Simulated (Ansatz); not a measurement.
# Preparing ThBr4 (I4_1/amd) as a host crystal, part 2 of 2

Aim: the runs on the perfect crystal ThBr4 (I4_1/amd) that a defect calculation needs first.

Ansatz 0.2.0; plane-wave PAW DFPT, PBEsol; dielectric tensors, Born charges and zone-centre modes of the host (the session's first sound run).

So far. Step 2 (Dielectric tensors of the host): The principal values of the electronic dielectric tensor are 4.38, 4.86 and 4.86. The principal values of the static dielectric tensor are 7.43, 12.44 and 12.44.

### 3. Defect free supercell relaxed from displaced atoms

This step: plane-wave PAW DFT, PBEsol; relaxation of the defect-free supercell from random displacements, a test of the host's stability (Ansatz 0.2.0).

System of this step: ThBr4 (I4_1/amd). The structure is tetragonal, space group I4_1/amd (No. 141). Conventional cell: a = 8.897 Å, b = 8.897 Å, c = 7.951 Å, α = 90.00°, β = 90.00°, γ = 90.00°. Th has 8 Br at 2.86 to 3.06 Å nearest. Nearest to Br lie 2 Th at 2.86 to 3.06 Å. Farther neighbours and most contacts between anions are not listed.

Contents of pristine.rattled/input.yaml:

```yaml
crystal:
  lattice:
    - [0.0, 8.8966623101, 7.9510208979]
    - [8.8966623101, 0.0, 7.9510208979]
    - [8.8966623101, 8.8966623101, 0.0]
  atoms:
    - { symbol: Th, position: [0.125, 0.625, 0.875] }
    - { symbol: Th, position: [0.375, 0.875, 0.125] }
    - { symbol: Th, position: [0.625, 0.125, 0.375] }
    - { symbol: Th, position: [0.875, 0.375, 0.625] }
    - { symbol: Th, position: [0.0, 0.0, 0.0] }
    - { symbol: Th, position: [0.25, 0.25, 0.25] }
    - { symbol: Th, position: [0.5, 0.5, 0.5] }
    - { symbol: Th, position: [0.75, 0.75, 0.75] }
    - { symbol: Br, position: [0.1201351376, 0.805258118, 0.194741882] }
    - { symbol: Br, position: [0.3701351376, 0.055258118, 0.444741882] }
    - { symbol: Br, position: [0.6201351376, 0.305258118, 0.694741882] }
    - { symbol: Br, position: [0.8701351376, 0.555258118, 0.944741882] }
    - { symbol: Br, position: [0.2451351376, 0.430258118, 0.7548648624] }
    - { symbol: Br, position: [0.4951351376, 0.680258118, 0.0048648624] }
    - { symbol: Br, position: [0.7451351376, 0.930258118, 0.2548648624] }
    - { symbol: Br, position: [0.9951351376, 0.180258118, 0.5048648624] }
    - { symbol: Br, position: [0.1298648624, 0.444741882, 0.3701351376] }
    - { symbol: Br, position: [0.3798648624, 0.694741882, 0.6201351376] }
    - { symbol: Br, position: [0.6298648624, 0.944741882, 0.8701351376] }
    - { symbol: Br, position: [0.8798648624, 0.194741882, 0.1201351376] }
    - { symbol: Br, position: [0.0048648624, 0.819741882, 0.680258118] }
    - { symbol: Br, position: [0.2548648624, 0.069741882, 0.930258118] }
    - { symbol: Br, position: [0.5048648624, 0.319741882, 0.180258118] }
    - { symbol: Br, position: [0.7548648624, 0.569741882, 0.430258118] }
    - { symbol: Br, position: [0.069741882, 0.2548648624, 0.7451351376] }
    - { symbol: Br, position: [0.319741882, 0.5048648624, 0.9951351376] }
    - { symbol: Br, position: [0.569741882, 0.7548648624, 0.2451351376] }
    - { symbol: Br, position: [0.819741882, 0.0048648624, 0.4951351376] }
    - { symbol: Br, position: [0.194741882, 0.8798648624, 0.805258118] }
    - { symbol: Br, position: [0.444741882, 0.1298648624, 0.055258118] }
    - { symbol: Br, position: [0.694741882, 0.3798648624, 0.305258118] }
    - { symbol: Br, position: [0.944741882, 0.6298648624, 0.555258118] }
    - { symbol: Br, position: [0.055258118, 0.3701351376, 0.1298648624] }
    - { symbol: Br, position: [0.305258118, 0.6201351376, 0.3798648624] }
    - { symbol: Br, position: [0.555258118, 0.8701351376, 0.6298648624] }
    - { symbol: Br, position: [0.805258118, 0.1201351376, 0.8798648624] }
    - { symbol: Br, position: [0.180258118, 0.9951351376, 0.319741882] }
    - { symbol: Br, position: [0.430258118, 0.2451351376, 0.569741882] }
    - { symbol: Br, position: [0.680258118, 0.4951351376, 0.819741882] }
    - { symbol: Br, position: [0.930258118, 0.7451351376, 0.069741882] }
basis:
  ecutwfc: 420
  xc_grid: 2
hamiltonian:
  xc: pbesol
kpoints:
  mp_grid: { grid: [1, 1, 1] }
scf:
  occupations: { method: fermi_dirac, width: 0.01 }
  max_iter: 80
output:
  forces: true
relax:
  f_tol: 0.01
  max_steps: 120
  random_displacement: { amplitude: 0.08, seed: 1946 }
checkpoint:
  write: "../pristine.rattled.run"
  compress: false
  write_wavefunctions: false
  write_every: 100000
```

Started as:

```sh
$ ansatz run input.yaml --threads 4 --pin off --max-ram 7536MiB --backend cpu --events-out ev --progress --plain --runs-dir out
```

Numbers of over 12 decimals in the logs are rounded to 6 here.

The program printed:

```text
[...]
Crystal: 40 atoms, lattice volume = 1258.656 Å³
Basis set: ecut = 420 eV, 24547 PW (Γ), exchange–correlation on 160×160×180 points (8 copies of the dense FFT grid, shifted against one another)
Bands: 200, of which v1, the nominal top of the filled ones, is band 160 counted from 1 (159 counted from 0)
Symmetry: 1 space group operations
k-points: 1
[...]
SCF iter   1: F=—  HF=-192084.127571 eV  |F-HF|=—  |Δ(HF+E_count)|=         —  Δρ=3.81e-3  dr2=1.05e-1  ethr=1.77e-3  ⟨swp⟩=8.0  Hψ=856  notcnv=0
[...]
SCF iter   7: F=-192084.236055 eV  HF=-192084.236055 eV  |F-HF|=2.42e-7  |Δ(HF+E_count)|=   2.73e-6  Δρ=4.85e-6  dr2=9.16e-7  ethr=7.81e-10  ⟨swp⟩=4.0  Hψ=649  notcnv=0
SCF 1 converged in 7 iterations: F = -192084.236055 eV  dr2 = 9.16e-7
[...]
relax step   1: F+E_penalty+E_count = -192084.23605492 eV  Δ(F+E_penalty+E_count) = +0.000e0 eV  max|allowed force component| = 1.362e0 eV/Å  Δτ_max = 0.0000 Å  (7 SCF iters, dr2 threshold 2.50e-6 eV, accepted)
[... the SCF cycles and remarks between the steps are left out from here to the last step ...]
relax step   2: F+E_penalty+E_count = -192084.57082542 eV  Δ(F+E_penalty+E_count) = -3.348e-1 eV  max|allowed force component| = 1.139e0 eV/Å  Δτ_max = 0.1964 Å  (7 SCF iters, dr2 threshold 1.00e-4 eV, accepted)
relax step   3: F+E_penalty+E_count = -192084.99975462 eV  Δ(F+E_penalty+E_count) = -4.289e-1 eV  max|allowed force component| = 2.064e-2 eV/Å  Δτ_max = 0.1092 Å  (5 SCF iters, dr2 threshold 8.10e-5 eV, accepted)
relax step   4: F+E_penalty+E_count = -192084.99976896 eV  Δ(F+E_penalty+E_count) = -1.435e-5 eV  max|allowed force component| = 2.194e-2 eV/Å  Δτ_max = 0.0000 Å  (5 SCF iters, accepted)
SCF iter   1: F=—  HF=-192084.999939 eV  |F-HF|=—  |Δ(HF+E_count)|=         —  Δρ=2.89e-4  dr2=1.28e-3  ethr=1.37e-5  ⟨swp⟩=4.0  Hψ=444  notcnv=0  defer=8
[...]
SCF iter   6: F=-192085.000879 eV  HF=-192085.000879 eV  |F-HF|=1.71e-8  |Δ(HF+E_count)|=   6.18e-8  Δρ=8.61e-7  dr2=2.16e-8  ethr=3.13e-11  ⟨swp⟩=4.0  Hψ=647  notcnv=0
SCF 5 converged in 6 iterations: F = -192085.000879 eV  dr2 = 2.16e-8
relax step   5: F+E_penalty+E_count = -192085.00087944 eV  Δ(F+E_penalty+E_count) = -1.110e-3 eV  max|allowed force component| = 2.489e-3 eV/Å  Δτ_max = 0.0197 Å  (6 SCF iters, accepted)
SCF converged after 6 iterations
Free energy (F): -192085.000879 eV
[...]
Internal energy: -192085.000879 eV  (E = F + TS)
E sigma→0 (E₀):  -192085.000879 eV
Fermi energy:    6.072343 eV
[...]
--- Forces (eV/Å), atoms counted from 1 ---
  atom   1  Th    -0.00085809     0.00015541     0.00043840
  atom   2  Th     0.00021532     0.00005338     0.00248807
  atom   3  Th     0.00112702    -0.00064841     0.00072555
  atom   4  Th    -0.00097804     0.00001912    -0.00010925
  atom   5  Th    -0.00098248     0.00124244    -0.00055832
  atom   6  Th    -0.00039674    -0.00002629    -0.00055807
  atom   7  Th     0.00148196    -0.00099931     0.00051427
  atom   8  Th    -0.00030129     0.00037479    -0.00053692
  atom   9  Br    -0.00009376     0.00002312    -0.00003189
  atom  10  Br    -0.00172404     0.00001206    -0.00026610
  atom  11  Br    -0.00039796     0.00052101     0.00020152
  atom  12  Br    -0.00173278    -0.00087631     0.00056443
  atom  13  Br    -0.00031012     0.00091680     0.00046476
  atom  14  Br    -0.00018056     0.00074837    -0.00048307
  atom  15  Br     0.00043080     0.00012000     0.00011628
  atom  16  Br     0.00101886    -0.00113327    -0.00038020
  atom  17  Br     0.00090669    -0.00026217    -0.00046335
  atom  18  Br     0.00024805     0.00019764    -0.00019049
  atom  19  Br    -0.00025137    -0.00016450    -0.00022491
  atom  20  Br     0.00044955     0.00090573    -0.00075720
  atom  21  Br     0.00028463    -0.00060209    -0.00009010
  atom  22  Br    -0.00027124     0.00037188     0.00038665
  atom  23  Br    -0.00028372    -0.00005481    -0.00011576
  atom  24  Br     0.00016203     0.00014531     0.00031209
  atom  25  Br     0.00176962     0.00021714     0.00000622
  atom  26  Br     0.00105380     0.00018205    -0.00042650
  atom  27  Br     0.00129210     0.00013792    -0.00066279
  atom  28  Br     0.00066943    -0.00009433     0.00040101
  atom  29  Br     0.00040954     0.00018370    -0.00008543
  atom  30  Br    -0.00062555     0.00003899    -0.00032797
  atom  31  Br     0.00054184    -0.00037395    -0.00008262
  atom  32  Br     0.00003926    -0.00073447     0.00097687
  atom  33  Br    -0.00189170     0.00035638    -0.00008415
  atom  34  Br    -0.00039520     0.00028274    -0.00077406
  atom  35  Br     0.00069418    -0.00012448    -0.00000768
  atom  36  Br     0.00090270    -0.00002485    -0.00006469
  atom  37  Br    -0.00066366    -0.00039217    -0.00032510
  atom  38  Br    -0.00094256     0.00038257    -0.00051829
  atom  39  Br    -0.00019758    -0.00078119    -0.00004131
  atom  40  Br    -0.00019181    -0.00030338     0.00055235
  max |Σ_I F_I| component: 2.71e-5 eV/Å
--- Relaxed structure (5 steps of the walk, 5 accepted, 0 SCFs on fresh bases) ---
  F+E_penalty+E_count = -192085.00087944 eV   max|allowed force component| = 2.489e-3 eV/Å
  atoms:
    - { symbol: Th, position: [0.124750, 0.625787, 0.875145] }
    - { symbol: Th, position: [0.374729, 0.875754, 0.125128] }
    - { symbol: Th, position: [0.624808, 0.125735, 0.375094] }
    - { symbol: Th, position: [0.874775, 0.375786, 0.625077] }
    - { symbol: Th, position: [-0.000188, 0.000837, 1.73741079725388e-6] }
    - { symbol: Th, position: [0.249832, 0.250792, 0.250075] }
    - { symbol: Th, position: [0.499764, 0.500706, 0.500099] }
    - { symbol: Th, position: [0.749795, 0.750758, 0.750116] }
    - { symbol: Br, position: [0.119289, 0.806376, 0.195284] }
    - { symbol: Br, position: [0.369307, 0.056402, 0.445374] }
    - { symbol: Br, position: [0.619283, 0.306347, 0.695344] }
    - { symbol: Br, position: [0.869098, 0.556532, 0.945575] }
    - { symbol: Br, position: [0.244186, 0.431340, 0.754868] }
    - { symbol: Br, position: [0.494162, 0.681468, 0.004657] }
    - { symbol: Br, position: [0.744355, 0.931330, 0.254769] }
    - { symbol: Br, position: [0.994593, 0.181092, 0.505016] }
    - { symbol: Br, position: [0.129515, 0.446028, 0.369556] }
    - { symbol: Br, position: [0.379547, 0.695910, 0.619601] }
    - { symbol: Br, position: [0.629564, 0.945892, 0.869718] }
    - { symbol: Br, position: [0.879520, 0.196037, 0.119542] }
    - { symbol: Br, position: [0.004706, 0.820719, 0.680428] }
    - { symbol: Br, position: [0.254535, 0.070936, 0.930562] }
    - { symbol: Br, position: [0.504492, 0.320989, 0.180645] }
    - { symbol: Br, position: [0.754562, 0.570833, 0.430519] }
    - { symbol: Br, position: [0.070169, 0.255325, 0.744437] }
    - { symbol: Br, position: [0.320253, 0.505243, 0.994387] }
    - { symbol: Br, position: [0.570107, 0.755293, 0.244513] }
    - { symbol: Br, position: [0.819946, 0.005499, 0.494720] }
    - { symbol: Br, position: [0.195008, 0.880417, 0.805585] }
    - { symbol: Br, position: [0.444997, 0.130414, 0.055659] }
    - { symbol: Br, position: [0.694979, 0.380377, 0.305654] }
    - { symbol: Br, position: [0.944921, 0.630443, 0.555618] }
    - { symbol: Br, position: [0.055001, 0.370679, 0.130142] }
    - { symbol: Br, position: [0.305152, 0.620506, 0.379901] }
    - { symbol: Br, position: [0.555404, 0.870262, 0.629738] }
    - { symbol: Br, position: [0.805283, 0.120400, 0.879800] }
    - { symbol: Br, position: [0.180219, 0.995520, 0.320175] }
    - { symbol: Br, position: [0.430266, 0.245409, 0.570255] }
    - { symbol: Br, position: [0.680505, 0.495182, 0.820464] }
    - { symbol: Br, position: [0.930291, 0.745472, 0.070255] }
```

The job ended after 46 s (4 threads of Arm Neoverse N1, shared host; peak memory 1.2 GiB; 2.8 min of CPU time).

Relaxation path:

```csv
step,energy less that of the first step (eV),largest force component (eV/Å)
1,0.0000,1.3618
2,-0.3348,1.1385
3,-0.7637,0.0206
4,-0.7637,0.0219
5,-0.7648,0.0025
```

The atoms that moved most (Å, from the sites as typed, ahead of the random displacement, the mean shift of all atoms taken out):

```csv
atom,dx,dy,dz,length
Br12,0.011,-0.001,-0.003,0.011
Br26,-0.011,-0.001,0.003,0.011
Br25,-0.010,-0.001,0.003,0.010
Br39,-0.001,0.010,-0.002,0.010
Br14,0.001,-0.009,-0.003,0.010
Br27,-0.009,-0.001,0.002,0.010
Br10,0.008,-0.001,-0.002,0.008
Br13,0.002,-0.007,-0.003,0.008
```

The relaxed structure:

```xyz
40
Lattice="0.0000 8.8967 7.9510 8.8967 0.0000 7.9510 8.8967 8.8967 0.0000" Properties=species:S:1:pos:R:3 pbc="T T T"
Th   13.3533    8.8957    5.9675
Th    8.9045    4.4471    9.9426
Th    4.4557    8.8958    5.9676
Th    8.9043   13.3437    9.9432
Th    0.0075   -0.0017    0.0052
Th    4.4560    4.4475    3.9805
Th    8.9038    8.8954    7.9548
Th   13.3528   13.3442   11.9309
Br    8.9114    2.7986    7.3600
Br    4.4641    7.2479    3.3848
Br    8.9117   11.6958    7.3597
Br   13.3637   16.1445   11.3352
Br   10.5533    8.8882    5.3711
Br    6.1042    4.4378    9.3475
Br   10.5523    8.8889   13.3234
Br    6.1041   13.3415    9.3479
Br    7.2560    4.4401    4.5762
Br   11.7037    8.8891    8.5510
Br   16.1529   13.3386   12.5265
Br    2.8076    8.8883    8.5518
Br   13.3552    6.0954    6.5630
Br    8.9100   10.5434    2.5878
Br    4.4629    6.0954    6.5634
Br    8.9087   10.5433   10.5382
Br    8.8945    7.2473    2.5880
Br   13.3417   11.6959    6.5635
Br    8.8949    7.2474   10.5383
Br    4.4503   11.6961    6.5631
Br   14.9998    8.9019    8.5507
Br    1.6554    4.4542    4.5751
Br    6.1034    8.9023    8.5502
Br   10.5520   13.3498   12.5257
Br    4.4556    1.6472    3.3846
Br    8.9003    6.0947    7.3599
Br   13.3450   10.5438   11.3355
Br    8.8984   14.9916    7.3601
Br   11.7053    4.4518    9.3483
Br    7.2567    8.9013    5.3723
Br   11.7049   13.3536    9.3479
Br    7.2572    8.9015   13.3240
```

The relaxation ends 19 meV an atom lower than the displaced start, with a largest force component of 0.0025 eV/Å.

### 4. Results

```json
{
 "electronic dielectric constant": "principal values (4.38, 4.86, 4.86)",
 "static dielectric constant": "principal values (7.43, 12.44, 12.44)",
 "gap on the k-mesh of the response run (PBEsol)": "2.91 eV",
 "symmetric supercell less the displaced and relaxed one": "0.000 eV"
}
```

What this shows: The energy fell by 0.765 eV from the randomly displaced start; against the sites as typed, Br12 ends farthest off, by 0.01 Å, once the mean shift is taken out. The displaced cell ends within 0.01 eV of the symmetric one, so no lower structure shows in this supercell. The k-mesh can miss the band edges, so this gap is an upper bound at this level. All at zero temperature.

[Logs are printed without paths, hosts, clocks, repeated set-up lines and the standing remarks that a program may print on its own settings, such as how far it seeks lower states.]

[Hosts, paths, dates, database ids (printed as entryN), source tags and the programs' standing remarks are cut or masked in the printed files.]

[Runs of the host that timed out are not shown.]

[For some hosts the program warned that the k-mesh of the response run may be too coarse for force constants and the static dielectric constant; such warnings are not always shown.]
